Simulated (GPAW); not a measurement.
# O/Ir(111): work function by functional and basis, part 2 of 2

Wanted: work functions and dipole of O/Ir(111), with the cost of each level.

GPAW 26.7.0; GPAW, PAW setups; slab in vacuum, relaxation (the session's first sound run).

So far, upper work function (eV): step 2 (relaxation, PBE, GPAW) 5.68; step 4 (self-consistent run: xc = "LDA") 6.05; step 5 (OptPBE vdW: xc = "optPBE-vdW", GPAW, PAW setups, GPAW) 6.03; step 6 (self-consistent run: xc = "vdW-DF2", GPAW, PAW setups, GPAW) 6.34; step 7 (self-consistent run: xc = "RPBE") 5.54.

### Step 8. Self-consistent run: xc = "revPBE"

The same geometry under revPBE, to see how far the functional moves the levels against the vacuum.

File run.py:

```python
import json
import numpy as np
from ase import Atoms
from gpaw import GPAW, PW

slab = Atoms(
    ['Ir', 'Ir', 'Ir', 'Ir', 'O'],
    positions=[
        [0.00000, 0.00000, 7.00000],
        [1.35765, 0.78384, 9.21703],
        [2.71529, 1.56767, 11.40582],
        [-0.00000, 0.00000, 13.78194],
        [2.71529, 1.56767, 15.02717]],
    cell=[[2.71529, 0.0, 0.0], [1.35765, 2.35151, 0.0], [0.0, 0.0, 22.00285]],
    pbc=[True, True, False])

slab.calc = GPAW(mode=PW(500), xc='revPBE', kpts={'size': (13, 13, 1), 'gamma': True},
                 occupations={'name': 'fermi-dirac', 'width': 0.1}, nbands='160%',
                 convergence={'density': 1e-05}, maxiter=200,
                 poissonsolver={'dipolelayer': 'xy'},
                 symmetry={'tolerance': 1e-3}, txt='slab.txt')
result = {}
energy = slab.get_potential_energy()
fermi = slab.calc.get_fermi_level()
v = slab.calc.get_electrostatic_potential().mean((0, 1)) - fermi
n = slab.calc.get_pseudo_density().mean((0, 1))
L = slab.cell[2, 2]
z = np.arange(len(v)) * L / len(v)
low, high = slab.positions[:, 2].min(), slab.positions[:, 2].max()
below, above = np.interp([low - 4.8, high + 4.8], z, v)
slopes = [np.interp(x, z, np.gradient(v, z)) for x in (low - 4.8, high + 4.8)]
eps = np.array([[slab.calc.get_eigenvalues(k, s) for k in range(len(slab.calc.get_ibz_k_points()))]
                for s in range(slab.calc.get_number_of_spins())]) - fermi
top, bottom = eps[eps < 0].max(), eps[eps > 0].min()
dipole = slab.get_dipole_moment()[2]
print(f'energy {energy:.4f} eV, Fermi level {fermi:.4f} eV, dipole {dipole:.5f} e A')
print(f'potential 4.8 A off the faces, from the Fermi level: lower {below:.4f} eV, upper {above:.4f} eV')
print(f'slope of the potential there: lower {slopes[0]:.5f}, upper {slopes[1]:.5f} eV/A')
print(f'nearest levels on the mesh: {top:.4f} and {bottom:.4f} eV')
print('magnetic moment', round(slab.get_magnetic_moment(), 3))
result.update(energy=energy, fermi=fermi, dipole=dipole, below=below, above=above, slopes=slopes, edges=[top, bottom],
              z=z.tolist(), v=v.tolist(), n=n.tolist(), positions=slab.positions.tolist(),
              forces=slab.get_forces(apply_constraint=False).tolist(), moments=slab.get_magnetic_moments().tolist())
json.dump(result, open('result.json', 'w'))
```

Run with:

```sh
$ OMP_NUM_THREADS=1 OPENBLAS_NUM_THREADS=1 python run.py
```

The log of the run:

```text
energy -38.7257 eV, Fermi level 3.4594 eV, dipole -0.00599 e A
potential 4.8 A off the faces, from the Fermi level: lower 5.3575 eV, upper 5.5394 eV
slope of the potential there: lower 0.00034, upper 0.00134 eV/A
nearest levels on the mesh: -0.0035 and 0.0255 eV
magnetic moment 0.0
```

Wall time 2.5 min (1 thread of Arm Neoverse V1, shared host); peak memory 0.25 GiB.

Numbers from this step:

* dipole along the normal: -0.005986 e·Å
* levels nearest the Fermi level on the mesh: -0.003500, 0.02551 eV from the Fermi level
* lower work function: 5.358 eV

Table of electrostatic potential energy of an electron (without an applied field's), less the Fermi level, planar mean by z:

z (Å), electrostatic potential energy of an electron (without an applied field's), less the Fermi level, planar mean (eV) and a bar from the least value:
```
      0.0        5.4 ##############################
      0.5        5.4 ##############################
      1.0        5.4 ##############################
      1.5        5.4 ##############################
      2.0        5.4 ##############################
      2.5        5.4 ##############################
      3.0        5.4 ##############################
      3.5        5.4 ##############################
      4.0        5.3 ##############################
      4.5        5.3 ##############################
      5.0        5.0 ##############################
      5.5        4.0 #############################
      6.0        0.0 #########################
      6.5      -14.5 #############
      7.0      -30.7 
      7.5      -15.0 #############
      8.0       -2.2 ########################
      8.5       -7.6 ###################
      9.0      -27.4 ###
      9.5      -24.9 #####
     10.0       -6.0 ####################
     10.5       -3.7 ######################
     11.0      -19.5 #########
     11.5      -30.3 
     12.0      -11.5 ################
     12.5       -1.1 ########################
     13.0       -6.1 ####################
     13.5      -25.8 ####
     14.0      -28.7 ##
     14.5      -11.4 ################
     15.0      -14.5 #############
     15.5        0.2 ##########################
     16.0        4.8 #############################
     16.5        5.4 ##############################
     17.0        5.5 ##############################
     17.5        5.5 ##############################
     18.0        5.5 ##############################
     18.5        5.5 ##############################
     19.0        5.5 ##############################
     19.5        5.5 ##############################
     20.0        5.5 ##############################
     20.5        5.5 ##############################
     21.0        5.5 ##############################
     21.5        5.5 ##############################
```

The upper face's work function is 5.539 eV, against 5.682 eV in the first plane-wave PBE run at this geometry.

### Step 9. Real-space grid: mode = "fd"

A real-space grid is a second complete basis, so it checks the plane-wave result.

Changes to run.py since step 8:

```diff
@@ -3,3 +3,3 @@
 from ase import Atoms
-from gpaw import GPAW, PW
+from gpaw import GPAW
 
@@ -16,3 +16,3 @@
 
-slab.calc = GPAW(mode=PW(500), xc='revPBE', kpts={'size': (13, 13, 1), 'gamma': True},
+slab.calc = GPAW(mode='fd', h=0.18, xc='PBE', kpts={'size': (13, 13, 1), 'gamma': True},
                  occupations={'name': 'fermi-dirac', 'width': 0.1}, nbands='160%',
```

The log of the run:

```text
energy -41.8506 eV, Fermi level -5.6053 eV, dipole -0.00800 e A
potential 4.8 A off the faces, from the Fermi level: lower 5.4902 eV, upper 5.7203 eV
slope of the potential there: lower -0.00044, upper 0.00001 eV/A
nearest levels on the mesh: -0.0052 and 0.0251 eV
magnetic moment 0.0
```

Wall time 6.6 min (1 thread); peak memory 0.64 GiB.

Numbers from this step:

```
dipole along the normal                    : -0.008002 e·Å
levels nearest the Fermi level on the mesh : -0.005155, 0.02506 eV from the Fermi level
upper work function                        : 5.720 eV
lower work function                        : 5.490 eV
```

The electrostatic potential energy of an electron (without an applied field's), less the Fermi level, planar mean oscillates, so the rows of the table below give means over windows of 2.22 Å about each position, cut where the curve ends. Its maxima inside the range that stand out by 2 % of the span (Å: eV): 8.1: -1.77, 10.3: -2.31, 12.6: -0.837, 14.6: -10.1. Its minima: 7.0: -30.9, 9.2: -31.5, 11.4: -31.1, 13.8: -32.4, 15.0: -14.5.

Table of electrostatic potential energy of an electron (without an applied field's), less the Fermi level, planar mean by z; means over each step:

```tsv
z (Å)	electrostatic potential energy of an electron (without an applied field's), less the Fermi level, planar mean (eV)
1.11	5.49
3.33	5.48
5.55	0.342
7.77	-14.6
9.99	-15.3
12.21	-13.4
14.43	-17.3
16.65	5.18
18.87	5.72
21.09	5.72
```

The upper face's work function is 5.720 eV, against 5.682 eV in the first plane-wave PBE run at this geometry.

### Step 10. Atomic orbitals: mode = "lcao"

Atom-centred orbitals end a few angstrom from the surface, which tests how much the density's tail matters.

Changes to run.py since step 9:

```diff
@@ -16,4 +16,4 @@
 
-slab.calc = GPAW(mode='fd', h=0.18, xc='PBE', kpts={'size': (13, 13, 1), 'gamma': True},
-                 occupations={'name': 'fermi-dirac', 'width': 0.1}, nbands='160%',
+slab.calc = GPAW(mode='lcao', basis='dzp', h=0.18, xc='PBE', kpts={'size': (13, 13, 1), 'gamma': True},
+                 occupations={'name': 'fermi-dirac', 'width': 0.1}, nbands='120%',
                  convergence={'density': 1e-05}, maxiter=200,
```

The log of the run:

```text
energy -39.1066 eV, Fermi level -5.6823 eV, dipole -0.00962 e A
potential 4.8 A off the faces, from the Fermi level: lower 5.5444 eV, upper 5.8202 eV
slope of the potential there: lower -0.00036, upper 0.00000 eV/A
nearest levels on the mesh: -0.0200 and 0.0167 eV
magnetic moment 0.0
```

Wall time 11 min (1 thread); peak memory 0.31 GiB.

This step gave:

```yaml
dipole_along_the_normal: -0.009619 e·Å
levels_nearest_the_fermi_level_on_the_mesh: -0.01998, 0.01673 eV from the Fermi level
upper_work_function: 5.820 eV
lower_work_function: 5.544 eV
```

The upper face's work function is 5.820 eV, against 5.682 eV in the first plane-wave PBE run at this geometry.

### Step 11. The ladder

Times are for 1 thread of Arm Neoverse V1, shared host. The runs compared:

```tsv
no.	run	upper work function (eV)	lower work function (eV)	time	memory (GiB)
1	pw	5.682	5.488	2.4 min	0.25
2	LDA	6.054	5.845	2.5 min	0.25
3	optPBE vdW	6.033	5.644	2.8 min	0.39
4	vdW DF2	6.341	5.714	3.2 min	0.39
5	RPBE	5.539	5.339	2.4 min	0.25
6	revPBE	5.539	5.358	2.5 min	0.25
7	fd	5.720	5.490	6.6 min	0.64
8	lcao	5.820	5.544	11 min	0.31
```

### Step 12. Side by side

Results and costs are gathered.

This step: comparison of work functions, dipole and cost (GPAW 26.7.0).

Ladder, by row:

```tsv
step	code	work function, upper (eV)	work function, lower (eV)	dipole (e Å)	wall time (s)	peak memory (GiB)	threads
pw	GPAW	5.682	5.488	-0.006425	144.9	0.25	1
LDA	GPAW	6.054	5.845	-0.006941	147.3	0.25	1
optPBE-vdW	GPAW	6.033	5.644	-0.01327	169.8	0.39	1
vdW-DF2	GPAW	6.341	5.714	-0.02165	194.3	0.39	1
RPBE	GPAW	5.539	5.339	-0.006634	141.8	0.25	1
revPBE	GPAW	5.539	5.358	-0.005986	150.3	0.25	1
fd	GPAW	5.72	5.49	-0.008002	395.1	0.64	1
lcao	GPAW	5.82	5.544	-0.009619	686.8	0.31	1
```

### Step 13. Summary of results

```yaml
work_function_upper_and_lower_face: 5.682 and 5.488 eV
dipole_along_the_normal: -0.00643 e Å
```

**Reading.** With plane waves and PBE the work function is 5.68 eV on the upper face and 5.49 eV on the lower. The two faces differ by 0.19 eV, the step that the slab's dipole makes (e p/(ε0 A) gives 0.18 eV), so the dipole layer is needed. Over the sound runs of the table the upper face's work function spans 5.539 (RPBE) to 6.341 eV (vdW-DF2). Atomic orbitals miss the plane-wave value by 0.14 eV, since they describe the tail of the density in the vacuum poorly. The cell of 6.39 Å² holds one O, started on one chosen site; other sites and coverages weren't tried. The in-plane lattice was kept as typed, which isn't the functional's own and leaves some strain; spin-orbit coupling and temperature are left out.

[Logs are printed without paths, hosts, clocks, repeated set-up lines and the standing remarks that a program may print on its own settings, such as how far it seeks lower states.]

[Hosts, paths, dates, database ids (printed as entryN), source tags and the programs' standing remarks are cut or masked in the printed files.]
